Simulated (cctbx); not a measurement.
# A crystallographic session in cctbx: Rb3CoBr6

Library: cctbx 2025.11. The data are simulated by the first script.

## 1. Simulate the data

run.py:

```python
from cctbx import adptbx, crystal, miller, sgtbx, xray
from cctbx.array_family import flex
from iotbx.shelx import hklf
from scitbx import matrix
import scitbx.random

cs = crystal.symmetry(unit_cell=(10.799, 10.799, 10.799, 90, 90, 90), space_group_symbol='Hall: -F 4 2 3')  # Fm-3m
atoms = [  # label, site, U (iso, or U11 U22 U33 U12 U13 U23 in A^2), occupancy
    ("Rb1", (0.5, 0, 0), 0.0165, 1),
    ("Rb2", (0.25, 0.25, 0.75), 0.0179, 1),
    ("Br1", (0, 0, 0.7889), 0.0204, 1),
    ("Co1", (0, 0, 0), 0.0174, 1),
]
xs = xray.structure(crystal_symmetry=cs)
for label, site, u, occ in atoms:
    u = adptbx.u_cif_as_u_star(cs.unit_cell(), u) if isinstance(u, tuple) else u
    xs.add_scatterer(xray.scatterer(label, site=site, u=u, occupancy=occ))
xs.set_inelastic_form_factors(0.4959, "sasaki")
xs.show_summary()
p1 = xs.expand_to_p1()
ms = miller.build_set(p1, anomalous_flag=True, d_min=0.65)
flex.set_random_seed(562425)
scitbx.random.set_random_seed(562425)
ms = ms.select(flex.random_double(ms.size()) < 0.95)
i = ms.structure_factors_from_scatterers(p1, algorithm="direct").f_calc().as_intensity_array().data()
i = i / flex.sqrt(1 + 0.3 * i / flex.max(i))  # extinction
i = i * 20000 / flex.max(i)
sig = flex.sqrt(i + flex.pow2(0.02 * i) + 8 ** 2)
noise = scitbx.random.variate(scitbx.random.normal_distribution())(i.size())
data = ms.array(data=i + sig * noise, sigmas=sig).set_observation_type_xray_intensity()
with open("data.hkl", "w") as f:
    data.export_as_shelx_hklf(f)
print("reflections written:", data.size(), " <I/sigma> = %.1f" % flex.mean(data.data() / data.sigmas()))
for h, a, b in list(data.sort("data"))[:12]:
    print("%4d%4d%4d %9.1f %7.1f" % (h + (a, b)))
```

```console
$ python run.py
```

```text
Number of scatterers: 4
At special positions: 4
Unit cell: (10.799, 10.799, 10.799, 90, 90, 90)
Space group: F m -3 m (No. 225)
reflections written: 18375  <I/sigma> = 3.1
   0   4   0   20330.7   424.3
   0   0  -4   20144.8   424.3
   4   0   0   19852.8   424.3
  -4   0   0   19805.7   424.3
   0   0   4   19743.0   424.3
   0  -4   0   19625.8   424.3
   0   4   4   12619.2   267.5
  -4  -4   0   12520.5   267.5
  -4   0  -4   12514.9   267.5
   0  -4   4   12276.4   267.5
   4   4   0   12261.3   267.5
   4  -4   0   12231.8   267.5
```

It took 0.3 s on 1 thread of Arm Neoverse V2 (shared host), peak memory 0.08 GiB.

## 2. Symmetry

run.py:

```python
from cctbx import crystal, sgtbx, statistics
from cctbx.array_family import flex
from iotbx.shelx import hklf

p1 = crystal.symmetry(unit_cell=(10.799, 10.799, 10.799, 90, 90, 90), space_group_symbol="P 1")
raw = hklf.reader(file_name="data.hkl").as_miller_arrays(crystal_symmetry=p1, anomalous=True)[0]
print(raw.size(), "reflections to d = %.3f A" % raw.d_min())
isig = raw.data() / raw.sigmas()
print("centring   violations  <I/sigma> of those")
best = "P"
for c in "ABCIRF":
    a = raw.customized_copy(space_group_info=sgtbx.space_group_info("Hall: %s 1" % c)).sys_absent_flags().data()
    m = flex.mean(isig.select(a))
    print("%5s %10d of %5d %8.1f" % (c, (isig.select(a) > 4).count(True), a.count(True), m))
    if (isig.select(a) > 4).count(True) < 0.01 * a.count(True):
        best = c
raw = raw.select(~raw.customized_copy(space_group_info=sgtbx.space_group_info("Hall: %s 1" % best)).sys_absent_flags().data())
isig = raw.data() / raw.sigmas()
rows = []
for s in sgtbx.space_group_symbol_iterator():
    g = sgtbx.space_group(s)
    if g.conventional_centring_type_symbol() != best or not g.is_compatible_unit_cell(p1.unit_cell(), 1e-3, 0.02):
        continue
    rows.append((s, g))
print("Laue class    unique    Rint  (classes that these axes allow; Friedel mates merged)")
rint = {}
for s, g in rows:
    laue = g.build_derived_patterson_group()
    key = laue.type().hall_symbol()
    if key not in rint:
        m = raw.customized_copy(space_group_info=laue.info(), anomalous_flag=False).merge_equivalents()
        rint[key] = m.r_int()
        print("%-14s %6d %7.3f" % (laue.type().lookup_symbol(), m.array().size(), m.r_int()))
floor = min(rint.values())
good = [(s, g) for s, g in rows if rint[g.build_derived_patterson_group().type().hall_symbol()] < 2 * floor + 0.03]
top = max(g.build_derived_patterson_group().order_z() for s, g in good)
print("space group    extra absences  I>4sigma  <I/sigma>")
for s, g in good:
    laue = g.build_derived_patterson_group()
    if laue.order_z() != top:
        continue
    a = raw.customized_copy(space_group_info=g.info()).sys_absent_flags().data()
    a &= ~raw.customized_copy(space_group_info=laue.info()).sys_absent_flags().data()
    bad = (isig.select(a) > 4).count(True)
    if bad <= 0.03 * a.count(True):
        print("%-16s %8d %10d %9s  %s" % (s.universal_hermann_mauguin(), a.count(True), bad, "%.1f" % flex.mean(isig.select(a)) if a.count(True) else "-", "centric" if g.is_centric() else "acentric"))
laue = max(good, key=lambda t: t[1].build_derived_patterson_group().order_z())[1].build_derived_patterson_group()
f = raw.customized_copy(space_group_info=laue.info(), anomalous_flag=False).merge_equivalents().array().eliminate_sys_absent().f_sq_as_f()
f.set_observation_type_xray_amplitude()
bins = max(3, min(8, f.size() // 12))
f.setup_binner(n_bins=bins)
w = statistics.wilson_plot(f, {e: n / laue.order_z() for e, n in {'Rb': 12.0, 'Br': 24.0, 'Co': 4.0}.items()}, e_statistics=True)
print("Wilson B = %.2f A^2   <|E^2-1|> = %.3f (0.968 centric, 0.736 acentric)   E^2>4: %.1f %%" % (w.wilson_b, w.mean_e_sq_minus_1, w.percent_e_sq_gt_2))
print("shell (A)         n   <I/sigma>")
m = raw.customized_copy(space_group_info=laue.info(), anomalous_flag=False).merge_equivalents().array().eliminate_sys_absent()
for b in m.setup_binner(n_bins=bins).range_used():
    sel = m.binner().selection(b)
    print("%5.2f - %4.2f %6d %8.1f" % (min(m.binner().bin_d_range(b)[0] if m.binner().bin_d_range(b)[0] > 0 else 99, 99), m.binner().bin_d_range(b)[1], sel.count(True), flex.mean((m.data() / m.sigmas()).select(sel))))
```

```console
$ python run.py
```

```text
18375 reflections to d = 0.650 A
centring   violations  <I/sigma> of those
    A          0 of  9130     -0.0
    B          0 of  9142     -0.0
    C          0 of  9142     -0.0
    I       1531 of  9155      2.5
    R       2145 of 12232      3.1
    F          0 of 13707     -0.0
Laue class    unique    Rint  (classes that these axes allow; Friedel mates merged)
F m m m           702   0.033
F m -3            240   0.035
F m -3 m          162   0.035
space group    extra absences  I>4sigma  <I/sigma>
F 4 3 2                 0          0         -  acentric
F -4 3 m                0          0         -  acentric
F m -3 m                0          0         -  centric
Wilson B = 1.66 A^2   <|E^2-1|> = 0.751 (0.968 centric, 0.736 acentric)   E^2>4: 1.2 %
shell (A)         n   <I/sigma>
 6.24 - 1.30     29    100.7
 1.30 - 1.03     23     84.4
 1.03 - 0.90     17     81.3
 0.90 - 0.82     20     62.4
 0.82 - 0.76     17     62.5
 0.76 - 0.72     19     52.4
 0.72 - 0.68     18     39.0
 0.68 - 0.65     19     28.5
```

Time: 0.3 s.

## 3. Charge flipping

run.py:

```python
import itertools
from cctbx import crystal, maptbx
from cctbx.array_family import flex
from iotbx.shelx import hklf
from smtbx.ab_initio import charge_flipping as cf

cs = crystal.symmetry(unit_cell=(10.799, 10.799, 10.799, 90, 90, 90), space_group_symbol='Hall: -F 4 2 3')  # Fm-3m
raw = hklf.reader(file_name="data.hkl").as_miller_arrays(crystal_symmetry=cs, anomalous=True)[0]
merged = raw.eliminate_sys_absent().merge_equivalents()
fo2 = merged.array().set_observation_type_xray_intensity()
f = fo2.average_bijvoet_mates().f_sq_as_f().resolution_filter(d_min=0.8)
p1 = f.expand_to_p1()
p1.setup_binner_counting_sorted(reflections_per_bin=max(40, p1.size() // 12))
work = p1.array(data=p1.data() / p1.amplitude_quasi_normalisations().data())
flex.set_random_seed(18340)
it = cf.weak_reflection_improved_iterator(delta=None, weak_reflection_fraction=0.1)
it.start(work, phases=flex.random_double(p1.size()) * 6.2832, f_000=0)
it.delta = 0.9 * it.rho_map.sigma()
print("cycle      R  skewness")
for n, st in enumerate(itertools.islice(it, 300)):
    if n % 25 == 0:
        print("%5d %6.3f %8.2f" % (n, st.r1_factor(), st.rho_map.skewness()))
rho = p1.phase_transfer(it.f_calc).fft_map().apply_volume_scaling()
polish = cf.low_density_elimination_iterator(constant_rho_c=rho.sigma())
polish.start(f_obs=p1, phases=it.f_calc, f_000=0)
for _ in range(8):
    next(polish)
print("origin shift          correlation  skewness")
maps = []
for fc, shift, cc in itertools.islice(cf.f_calc_symmetrisations(f, polish.f_calc, 0), 4):
    m = f.phase_transfer(fc).fft_map(symmetry_flags=maptbx.use_space_group_symmetry, resolution_factor=0.25).apply_sigma_scaling()
    maps.append((m.skewness(), cc, m))
    print("%6.3f %6.3f %6.3f %10.3f %9.2f" % (tuple(shift) + (cc, m.skewness())))
skew, cc, m = max((t for t in maps if t[1] > maps[0][1] - 0.04), key=lambda t: t[0])
print("taken: symmetry correlation %.3f, skewness %.2f" % (cc, skew))
peaks = m.peak_search(parameters=maptbx.peak_search_parameters(min_distance_sym_equiv=0.9, max_clusters=9)).all()
sps = cs.special_position_settings(min_distance_sym_equiv=0.5)
print("peak      x       y       z  mult  height/sigma")
for k, (x, h) in enumerate(zip(peaks.sites(), peaks.heights())):
    ss = sps.site_symmetry(x)
    print("Q%-3d %7.4f %7.4f %7.4f %4d %8.1f" % ((k + 1,) + tuple(t % 1 for t in ss.exact_site()) + (ss.multiplicity(), h)))
```

```console
$ python run.py
```

```text
cycle      R  skewness
    0  0.598     0.50
   25  0.193     6.06
   50  0.166     5.69
   75  0.165     5.72
  100  0.161     5.71
  125  0.165     5.69
  150  0.162     5.69
  175  0.162     5.65
  200  0.165     5.68
  225  0.165     5.66
  250  0.163     5.66
  275  0.159     5.62
origin shift          correlation  skewness
 0.188  0.294  0.204      0.884      0.28
 0.433  0.048  0.452      0.877      0.35
 0.060  0.193  0.268      0.924      6.43
 0.314  0.438  0.018      0.921      5.43
taken: symmetry correlation 0.924, skewness 6.43
peak      x       y       z  mult  height/sigma
Q1    0.2500  0.2500  0.2500    8     20.6
Q2    0.0000  0.0000  0.0000    4     18.5
Q3    0.0000  0.0000  0.2789   24      4.9
Q4    0.0460  0.2500  0.2500   48      2.3
Q5    0.0000  0.0786  0.4214   48      2.1
Q6    0.0000  0.0000  0.5000    4      1.9
Q7    0.1093  0.1093  0.3907   32      1.5
Q8    0.1310  0.1310  0.2875   96      1.3
Q9    0.1468  0.2500  0.2500   48      1.3
```

Time: 3.1 s.

## 4. Charge flipping

run.py, as its changes from the last script of this kind:

```diff
@@ -13,3 +13,2 @@
-p1.setup_binner_counting_sorted(reflections_per_bin=max(40, p1.size() // 12))
-work = p1.array(data=p1.data() / p1.amplitude_quasi_normalisations().data())
-flex.set_random_seed(18340)
+work = p1
+flex.set_random_seed(18341)
@@ -20,2 +19,2 @@
-for n, st in enumerate(itertools.islice(it, 300)):
-    if n % 25 == 0:
+for n, st in enumerate(itertools.islice(it, 600)):
+    if n % 50 == 0:
```

```console
$ python run.py
```

```text
cycle      R  skewness
    0  0.596     0.53
   50  0.279     5.53
  100  0.162     5.65
  150  0.164     5.68
  200  0.160     5.66
  250  0.164     5.66
  300  0.163     5.65
  350  0.164     5.66
  400  0.161     5.63
  450  0.162     5.66
  500  0.165     5.63
  550  0.162     5.60
origin shift          correlation  skewness
 0.416  0.158  0.193      0.894      0.87
 0.185  0.135  0.351      0.866      1.12
 0.159  0.405  0.436      0.904      0.62
 0.431  0.381  0.100      0.851      0.54
taken: symmetry correlation 0.866, skewness 1.12
peak      x       y       z  mult  height/sigma
Q1    0.0966  0.0966  0.4034   32      6.7
Q2    0.0000  0.0000  0.0000    4      5.3
Q3    0.1662  0.1662  0.1662   32      4.9
Q4    0.1476  0.1476  0.3524   32      3.9
Q5    0.0000  0.2043  0.2043   48      3.4
Q6    0.1039  0.1039  0.1039   32      2.9
Q7    0.0000  0.0647  0.4353   48      2.6
Q8    0.0000  0.1306  0.3694   48      2.5
Q9    0.0795  0.0795  0.2959   96      1.9
```

Time: 3.2 s.

## 5. Charge flipping

run.py, as its changes from the last script of this kind:

```diff
@@ -13,2 +13,3 @@
-work = p1
-flex.set_random_seed(18341)
+p1.setup_binner_counting_sorted(reflections_per_bin=max(40, p1.size() // 12))
+work = p1.array(data=p1.data() / p1.amplitude_quasi_normalisations().data())
+flex.set_random_seed(18342)
```

```console
$ python run.py
```

```text
cycle      R  skewness
    0  0.595     0.50
   50  0.171     5.75
  100  0.162     5.68
  150  0.162     5.66
  200  0.164     5.67
  250  0.165     5.68
  300  0.166     5.71
  350  0.164     5.63
  400  0.162     5.68
  450  0.163     5.67
  500  0.163     5.66
  550  0.161     5.66
origin shift          correlation  skewness
 0.118  0.286 -0.004      0.907      1.68
 0.242  0.414  0.119      0.896      2.55
 0.470  0.420  0.120      0.905      1.37
 0.236  0.141  0.366      0.888      0.66
taken: symmetry correlation 0.896, skewness 2.55
peak      x       y       z  mult  height/sigma
Q1    0.0000  0.0000  0.5000    4     11.5
Q2    0.1450  0.1450  0.3550   32      9.9
Q3    0.0931  0.0931  0.4069   32      3.4
Q4    0.0000  0.0000  0.0857   24      2.8
Q5    0.0977  0.0977  0.0977   32      2.8
Q6    0.1595  0.1595  0.1595   32      2.5
Q7    0.0000  0.2133  0.2867   48      2.2
Q8    0.0000  0.1077  0.1077   48      1.6
Q9    0.0000  0.0000  0.3017   24      1.5
```

It took 3.3 s on 1 thread of Arm Neoverse V2, on a shared host, peak memory 0.08 GiB.

[Logs are printed without paths, hosts, clocks, repeated set-up lines and the standing remarks that a program may print on its own settings, such as how far it seeks lower states.]
